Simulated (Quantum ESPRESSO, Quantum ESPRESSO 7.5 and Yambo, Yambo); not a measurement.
# A GW chain in Yambo: BaTiO3 (P4mm)

Aim: the G0W0 gap of BaTiO3 (P4mm) on PBE, step by step.

Program: Quantum ESPRESSO 7.5 and Yambo 5.3.0. Level of theory: PBE and many-body steps on it, plane waves. Results are calculated unless marked as measured.

This is a report of a sequence of runs, with most program output left out.

## 1. The structure

It takes space group P4mm (No. 99, tetragonal). Conventional cell: a = 3.990 Å, b = 3.990 Å, c = 4.023 Å, α = 90.00°, β = 90.00°, γ = 90.00°. Ba has 12 O at 2.80 to 2.87 Å nearest. Ti has 6 O at 1.84 to 2.18 Å nearest. O has 2 Ti at 1.84 to 2.18 Å and 4 Ba at 2.82 Å nearest. O has 2 Ti at 2.00 Å and 4 Ba at 2.80 to 2.87 Å nearest. Farther neighbours and most contacts between anions are not listed.

The cell and positions come from the Crystallography Open Database and are kept as given unless a step says otherwise. Spin-orbit coupling is left out unless a step names it.

## 2. Ground state

This step: Quantum ESPRESSO 7.5; DFT, PBE, plane waves, norm-conserving pseudopotentials.

The ground-state density comes first.

Input file pw.in:

```
&control
  calculation = 'scf'
  prefix = 'x'
  outdir = 'o'
  pseudo_dir = 'pseudo'
/
&system
  ibrav = 0
  nat = 5
  ntyp = 3
  ecutwfc = 76.0
  nbnd = 26
  force_symmorphic = .true.
/
&electrons
  conv_thr = 1e-10
  electron_maxstep = 80
  mixing_beta = 0.5
/
ATOMIC_SPECIES
  Ba 137.33 Ba.upf
  Ti 47.867 Ti.upf
  O 15.999 O.upf
CELL_PARAMETERS angstrom
  3.9904800000 0.0000000000 0.0000000000
  0.0000000000 3.9904800000 0.0000000000
  0.0000000000 0.0000000000 4.0230300000
ATOMIC_POSITIONS crystal
  Ba 0.0000000000 0.0000000000 0.0000000000
  Ti 0.5000000000 0.5000000000 0.5220000000
  O 0.5000000000 0.5000000000 0.9790000000
  O 0.5000000000 0.0000000000 0.4880000000
  O 0.0000000000 0.5000000000 0.4880000000
K_POINTS automatic
  6 6 6 0 0 0
```

On the command line:

```console
OMP_NUM_THREADS=1 mpirun -n 4 pw.x -nk 4 -in pw.in > pw.out
```

Elapsed: 24 s, on 4 MPI ranks of Arm Neoverse V2, shared host; peak memory 0.37 GiB; 95 s of CPU time.

This step gave:

```
total energy               : -3738.4621 eV
gap                        : 1.851 eV
k of the valence top       : -0.5, -0.5, -0.5
k of the conduction bottom : 0, 0, 0
least direct gap           : 2.222 eV
```

The gap is indirect, with the least direct gap 0.37 eV higher.

## 3. Bands along the symmetry lines

Levels along a band path, at the cheap level, show where the edges lie and whether the meshes to come will hold them.

Input file pw.in:

```
&control
  calculation = 'bands'
  prefix = 'x'
  outdir = 'o'
  pseudo_dir = 'pseudo'
/
&system
  ibrav = 0
  nat = 5
  ntyp = 3
  ecutwfc = 76.0
  nbnd = 26
  force_symmorphic = .true.
/
&electrons
  conv_thr = 1e-9
  electron_maxstep = 80
  diago_full_acc = .true.
  diago_thr_init = 5e-6
/
ATOMIC_SPECIES
  Ba 137.33 Ba.upf
  Ti 47.867 Ti.upf
  O 15.999 O.upf
CELL_PARAMETERS angstrom
  3.9904800000 0.0000000000 0.0000000000
  0.0000000000 3.9904800000 0.0000000000
  0.0000000000 0.0000000000 4.0230300000
ATOMIC_POSITIONS crystal
  Ba 0.0000000000 0.0000000000 0.0000000000
  Ti 0.5000000000 0.5000000000 0.5220000000
  O 0.5000000000 0.5000000000 0.9790000000
  O 0.5000000000 0.0000000000 0.4880000000
  O 0.0000000000 0.5000000000 0.4880000000
K_POINTS crystal
  75
  0.00000000 0.00000000 0.00000000 1
  0.00000000 0.06250000 0.00000000 1
  0.00000000 0.12500000 0.00000000 1
  0.00000000 0.18750000 0.00000000 1
  0.00000000 0.25000000 0.00000000 1
  0.00000000 0.31250000 0.00000000 1
  0.00000000 0.37500000 0.00000000 1
  0.00000000 0.43750000 0.00000000 1
  0.00000000 0.50000000 0.00000000 1
  0.06250000 0.50000000 0.00000000 1
  0.12500000 0.50000000 0.00000000 1
  0.18750000 0.50000000 0.00000000 1
  0.25000000 0.50000000 0.00000000 1
  0.31250000 0.50000000 0.00000000 1
  0.37500000 0.50000000 0.00000000 1
  0.43750000 0.50000000 0.00000000 1
  0.50000000 0.50000000 0.00000000 1
  0.43750000 0.43750000 0.00000000 1
  0.37500000 0.37500000 0.00000000 1
  0.31250000 0.31250000 0.00000000 1
  0.25000000 0.25000000 0.00000000 1
  0.18750000 0.18750000 0.00000000 1
  0.12500000 0.12500000 0.00000000 1
  0.06250000 0.06250000 0.00000000 1
  0.00000000 0.00000000 0.00000000 1
  0.00000000 0.00000000 0.06250000 1
  0.00000000 0.00000000 0.12500000 1
  0.00000000 0.00000000 0.18750000 1
  0.00000000 0.00000000 0.25000000 1
  0.00000000 0.00000000 0.31250000 1
  0.00000000 0.00000000 0.37500000 1
  0.00000000 0.00000000 0.43750000 1
  0.00000000 0.00000000 0.50000000 1
  0.00000000 0.06250000 0.50000000 1
  0.00000000 0.12500000 0.50000000 1
  0.00000000 0.18750000 0.50000000 1
  0.00000000 0.25000000 0.50000000 1
  0.00000000 0.31250000 0.50000000 1
  0.00000000 0.37500000 0.50000000 1
  0.00000000 0.43750000 0.50000000 1
  0.00000000 0.50000000 0.50000000 1
  0.06250000 0.50000000 0.50000000 1
  0.12500000 0.50000000 0.50000000 1
  0.18750000 0.50000000 0.50000000 1
  0.25000000 0.50000000 0.50000000 1
  0.31250000 0.50000000 0.50000000 1
  0.37500000 0.50000000 0.50000000 1
  0.43750000 0.50000000 0.50000000 1
  0.50000000 0.50000000 0.50000000 1
  0.43750000 0.43750000 0.50000000 1
  0.37500000 0.37500000 0.50000000 1
  0.31250000 0.31250000 0.50000000 1
  0.25000000 0.25000000 0.50000000 1
  0.18750000 0.18750000 0.50000000 1
  0.12500000 0.12500000 0.50000000 1
  0.06250000 0.06250000 0.50000000 1
  0.00000000 0.00000000 0.50000000 1
  0.00000000 0.50000000 0.00000000 1
  0.00000000 0.50000000 0.06250000 1
  0.00000000 0.50000000 0.12500000 1
  0.00000000 0.50000000 0.18750000 1
  0.00000000 0.50000000 0.25000000 1
  0.00000000 0.50000000 0.31250000 1
  0.00000000 0.50000000 0.37500000 1
  0.00000000 0.50000000 0.43750000 1
  0.00000000 0.50000000 0.50000000 1
  0.50000000 0.50000000 0.00000000 1
  0.50000000 0.50000000 0.06250000 1
  0.50000000 0.50000000 0.12500000 1
  0.50000000 0.50000000 0.18750000 1
  0.50000000 0.50000000 0.25000000 1
  0.50000000 0.50000000 0.31250000 1
  0.50000000 0.50000000 0.37500000 1
  0.50000000 0.50000000 0.43750000 1
  0.50000000 0.50000000 0.50000000 1
```

Elapsed: 11 s, on 4 MPI ranks; peak memory 0.27 GiB.

This step gave:

| Property | Result |
| --- | --- |
| gap | 1.851 eV |
| k of the valence top | 0.5, 0.5, 0.5 |
| k of the conduction bottom | 0, 0, 0 |
| least direct gap | 2.222 eV |

The gap is 1.851 eV, as in the run before at this level.

The electronic bands at the labelled points (eV, zero at the top of the highest filled band):

```csv
point,band 17,band 18,band 19,band 20,band 21,band 22,band 23,band 24
Γ,-1.18,-0.45,-0.37,-0.37,1.85,2.22,2.22,4.12
halfway,-1.52,-1.26,-0.81,-0.67,2.27,2.80,2.85,4.27
X,-1.84,-1.67,-1.13,-0.97,2.34,3.57,3.64,4.24
halfway,-1.68,-1.53,-1.12,-0.50,2.90,3.65,3.72,4.77
M,-1.83,-1.08,-1.08,-0.07,3.66,3.66,4.02,4.77
halfway,-1.95,-1.19,-0.93,-0.51,2.76,2.98,3.16,4.76
Γ,-1.18,-0.45,-0.37,-0.37,1.85,2.22,2.22,4.12
halfway,-1.61,-1.32,-0.55,-0.55,1.93,2.99,2.99,4.12
Z,-1.97,-1.94,-0.71,-0.71,2.00,3.68,3.68,4.12
halfway,-1.43,-1.30,-1.11,-0.67,2.87,3.69,3.72,4.79
R,-1.75,-0.92,-0.89,-0.25,3.60,3.70,4.02,4.96
halfway,-2.49,-0.62,-0.53,-0.21,3.89,3.91,4.14,6.26
A,-2.42,-0.18,-0.18,0.00,4.25,4.26,4.26,6.47
halfway,-2.17,-0.89,-0.72,-0.66,3.36,3.80,3.84,6.00
Z,-1.97,-1.94,-0.71,-0.71,2.00,3.68,3.68,4.12
jump to X,-1.84,-1.67,-1.13,-0.97,2.34,3.57,3.64,4.24
halfway,-1.48,-1.41,-1.22,-0.64,3.05,3.59,3.75,4.82
R,-1.75,-0.92,-0.89,-0.25,3.60,3.70,4.02,4.96
jump to M,-1.83,-1.08,-1.08,-0.07,3.66,3.66,4.02,4.77
halfway,-2.57,-0.72,-0.72,-0.04,3.94,3.94,4.13,6.07
A,-2.42,-0.18,-0.18,0.00,4.25,4.26,4.26,6.47
```

## 4. Empty states on the mesh, 4×4×4 mesh, 287 bands

The sums over transitions need many empty states on a uniform mesh; this step solves for them.

Input file pw.in:

```
&control
  calculation = 'nscf'
  prefix = 'x'
  outdir = 'o'
  pseudo_dir = 'pseudo'
/
&system
  ibrav = 0
  nat = 5
  ntyp = 3
  ecutwfc = 76.0
  nbnd = 287
  force_symmorphic = .true.
/
&electrons
  conv_thr = 1e-9
  electron_maxstep = 80
  diago_full_acc = .true.
  diago_thr_init = 5e-6
/
ATOMIC_SPECIES
  Ba 137.33 Ba.upf
  Ti 47.867 Ti.upf
  O 15.999 O.upf
CELL_PARAMETERS angstrom
  3.9904800000 0.0000000000 0.0000000000
  0.0000000000 3.9904800000 0.0000000000
  0.0000000000 0.0000000000 4.0230300000
ATOMIC_POSITIONS crystal
  Ba 0.0000000000 0.0000000000 0.0000000000
  Ti 0.5000000000 0.5000000000 0.5220000000
  O 0.5000000000 0.5000000000 0.9790000000
  O 0.5000000000 0.0000000000 0.4880000000
  O 0.0000000000 0.5000000000 0.4880000000
K_POINTS automatic
  4 4 4 0 0 0
```

It took 79 s on 4 MPI ranks; peak memory 0.71 GiB.

This step gave:

* gap: 1.851 eV
* k of the valence top: -0.5, -0.5, -0.5
* k of the conduction bottom: 0, 0, 0
* least direct gap: 2.222 eV
* k points computed: 18
* lowest point of the top converged band, above the valence top: 134.6930 eV

On this mesh the gap is 1.851 eV.

## 5. Conversion and set-up

This step: Yambo 5.3.0; conversion and set-up on PBE, plane waves, norm-conserving pseudopotentials.

The states are converted to the many-body program's format and the q mesh is built.

On the command line:

```console
(cd o/x.save; p2y > p2y.log; mv SAVE ../..); yambo > setup.log
```

It took 3 s on 1 MPI rank; peak memory 0.25 GiB.

## 6. Screening and self-energy, 4×4×4 mesh, 287 bands, screening to 204.1 eV

Now the one-shot GW correction: screening in the RPA, then the self-energy of the levels asked for.

This step: G0W0 on PBE, plane waves, norm-conserving pseudopotentials.

Input file gw3.in:

```
HF_and_locXC
gw0
dyson
ppa
em1d
rim_cut
RandQpts= 1000000
RandGvec= 1 RL
EXXRLvcs= 76 Ry
VXCRLvcs= 304 Ry
Chimod= "HARTREE"
% BndsRnXp
 1 | 287 |
%
NGsBlkXp= 15 Ry
% LongDrXp
 1 | 1 | 1 |
%
% GbndRnge
 1 | 287 |
%
DysSolver= "n"
ExtendOut
PPAPntXp= 27.21138 eV
% QPkrange
 18 | 18 | 19 | 22 |
 1 | 1 | 19 | 22 |
%
```

On the command line:

```console
OMP_NUM_THREADS=1 mpirun -n 4 yambo -F gw3.in -J gw3 -C gw3 > gw3.log
```

It took 24 min on 4 MPI ranks; peak memory 3.3 GiB.

Numbers from this step:

- G0W0 gap on the points computed: 3.317 eV
- starting gap on the mesh: 1.851 eV
- k of the valence top: -0.5, -0.5, -0.5
- k of the conduction bottom: 0, 0, 0
- least direct G0W0 gap on the computed points: 3.707 eV
- Z at the valence top: 0.7603
- Z at the conduction bottom: 0.7761

The gap on the mesh goes from 1.85 eV to 3.32 eV, a correction of +1.47 eV.

Limits: finite bands, cutoff and mesh; no spin-orbit coupling; coarse k mesh. v1 is the top filled band, c1 the lowest empty one. Levels before and after the correction, in eV, zero at the valence-band top of each column:

|  | conduction bottom | valence top |
| --- | --- | --- |
| Kohn-Sham | 1.85 | 0.00 |
| G0W0 | 3.32 | 0.00 |

```
                         level  energy (eV)
Kohn-Sham              Γ v2-v1       -0.371
Kohn-Sham                 Γ c1        1.851
Kohn-Sham                 Γ c2        2.219
Kohn-Sham  (-0.5 -0.5 -0.5) v2       -0.176
Kohn-Sham  (-0.5 -0.5 -0.5) v1        0.000
Kohn-Sham  (-0.5 -0.5 -0.5) c1        4.248
Kohn-Sham  (-0.5 -0.5 -0.5) c2        4.260
     G0W0              Γ v2-v1       -0.391
     G0W0                 Γ c1        3.317
     G0W0                 Γ c2        3.705
     G0W0  (-0.5 -0.5 -0.5) v2       -0.208
     G0W0  (-0.5 -0.5 -0.5) v1        0.000
     G0W0  (-0.5 -0.5 -0.5) c1        5.993
     G0W0  (-0.5 -0.5 -0.5) c2        6.032
```

## 7. Where the time went

Times are wall times on the hardware named with each run, good to a factor of about two.

```
                          step    time  share  memory (GiB)
                  ground state    24 s    2 %          0.37
bands along the symmetry lines    11 s    1 %          0.27
      empty states on the mesh    79 s    5 %          0.71
         conversion and set-up     3 s    0 %          0.25
     screening and self-energy  24 min   93 %           3.3
```

## 8. Outcome

| Property | Result |
| --- | --- |
| PBE gap | 1.85 eV, indirect |
| G0W0 gap on the mesh | 3.32 eV |
| GW settings | 4×4×4 mesh, 287 bands, screening to 204.1 eV, Godby-Needs plasmon pole |
| known limits | not at the basis limit; no spin-orbit coupling; coarse k mesh |

What this shows: G0W0 moves the gap on the mesh from 1.85 eV to 3.32 eV (+1.47 eV), with Z of 0.76 and 0.78 at the edges. Only 2 of the mesh's irreducible points were corrected, so a valley elsewhere could overtake. The dearest step here is «screening and self-energy». Bands and cutoff are finite, so the gap is not at the basis limit. The miss can reach some tenths of an eV and take either sign; the mesh is an error of its own. In the G0W0 run levels were corrected at 2 k points alone, so a gap called «on the mesh» is the least over those, and an edge elsewhere would be missed. The 4×4×4 mesh is coarse for this cell, which bears on the long-range parts of exchange and screening. The many-body steps are scalar-relativistic: spin-orbit coupling is not in them.

[Paths, hosts, dates, memory and timing lines, banners, echoed tables and standing remarks are left out of the program output.]

[Logs are printed without paths, hosts, clocks, repeated set-up lines and the standing remarks that a program may print on its own settings, such as how far it seeks lower states.]

[Runs of the session that timed out or met a known fault of the program may be left out.]

[Hosts, paths, dates, database ids (printed as entryN), source tags and the programs' standing remarks are cut or masked in the printed files.]
